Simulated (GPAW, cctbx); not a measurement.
## What do these deviations say about the bonding?

ZnGe3Ir, I4mm (no. 107), a = 4.0492 Å, b = 4.0492 Å, c = 11.3526 Å, α = 90.00°, β = 90.00°, γ = 90.00°.

| atom | mult. | x | y | z |
| --- | --- | --- | --- | --- |
| Ir1 | 2 | 1/2 | 1/2 | 0.1135 |
| Ge1 | 2 | 0 | 0 | 0.3980 |
| Ge2 | 4 | 0 | 1/2 | 0.2498 |
| Zn1 | 2 | 0 | 0 | 0.0627 |

The cell comes from substitution in a known structure type and wasn't matched to any measured phase.

Absolute values of the static structure factors of the conventional cell from DFT (PBE, GPAW) against free spherical atoms, in electrons:

| hkl | d (Å) | free atoms | crystal |
| --- | --- | --- | --- |
| 002 | 5.676 | 135.44 | 135.75 |
| 101 | 3.814 | 109.34 | 110.06 |
| 110 | 2.863 | 131.52 | 131.27 |
| 004 | 2.838 | 89.27 | 89.63 |
| 103 | 2.765 | 110.08 | 110.25 |
| 112 | 2.556 | 205.66 | 205.50 |
| 200 | 2.025 | 311.13 | 310.61 |
| 114 | 2.016 | 258.93 | 258.42 |
| 105 | 1.980 | 166.74 | 166.22 |
| 202 | 1.907 | 110.78 | 110.45 |

**Question.** Which way does charge move, and which reflections show it best?

Project each element's phase sum on the total phase. |F| rises if density moves to atoms that scatter in phase and falls if it moves to atoms that scatter against it; the rule is for low angles, since changes of shape take over beyond. Where all elements are in phase the terms compete, and the compactness of the donor's and the acceptor's density matters too.

| hkl | Ir in phase | Ge in phase | Zn in phase | change (e) | (%) |
| --- | --- | --- | --- | --- | --- |
| 002 | +1.8 | -0.7 | +0.9 | +0.31 | +0.2 |
| 101 | +1.9 | +1.1 | -2.0 | +0.72 | +0.7 |
| 110 | +2.0 | -2.0 | +2.0 | -0.25 | -0.2 |
| 004 | +1.8 | -2.5 | +1.3 | +0.36 | +0.4 |
| 103 | +1.3 | +0.4 | +0.5 | +0.17 | +0.2 |
| 112 | +1.3 | +2.8 | +2.0 | -0.15 | -0.1 |
| 200 | +2.0 | +6.0 | +2.0 | -0.52 | -0.2 |
| 114 | +2.0 | +5.3 | +0.4 | -0.51 | -0.2 |

Low-angle reflections that set elements apart and change by more than 0.05 e: 002, 101, 110, 004, 103 and 114. The signs fit a gain of density on Ir and a loss on Zn, apart from 114. The best witness is 101, +0.7 %, where Ir enters with +1.9. The real-space density agrees: Voronoi charges Ir -0.24, Ge -0.01, Zn +0.28 e. The shortest bond, Ir–Ge, has Δρ = +0.10 e/Å³ at its midpoint, a covalent bond charge.
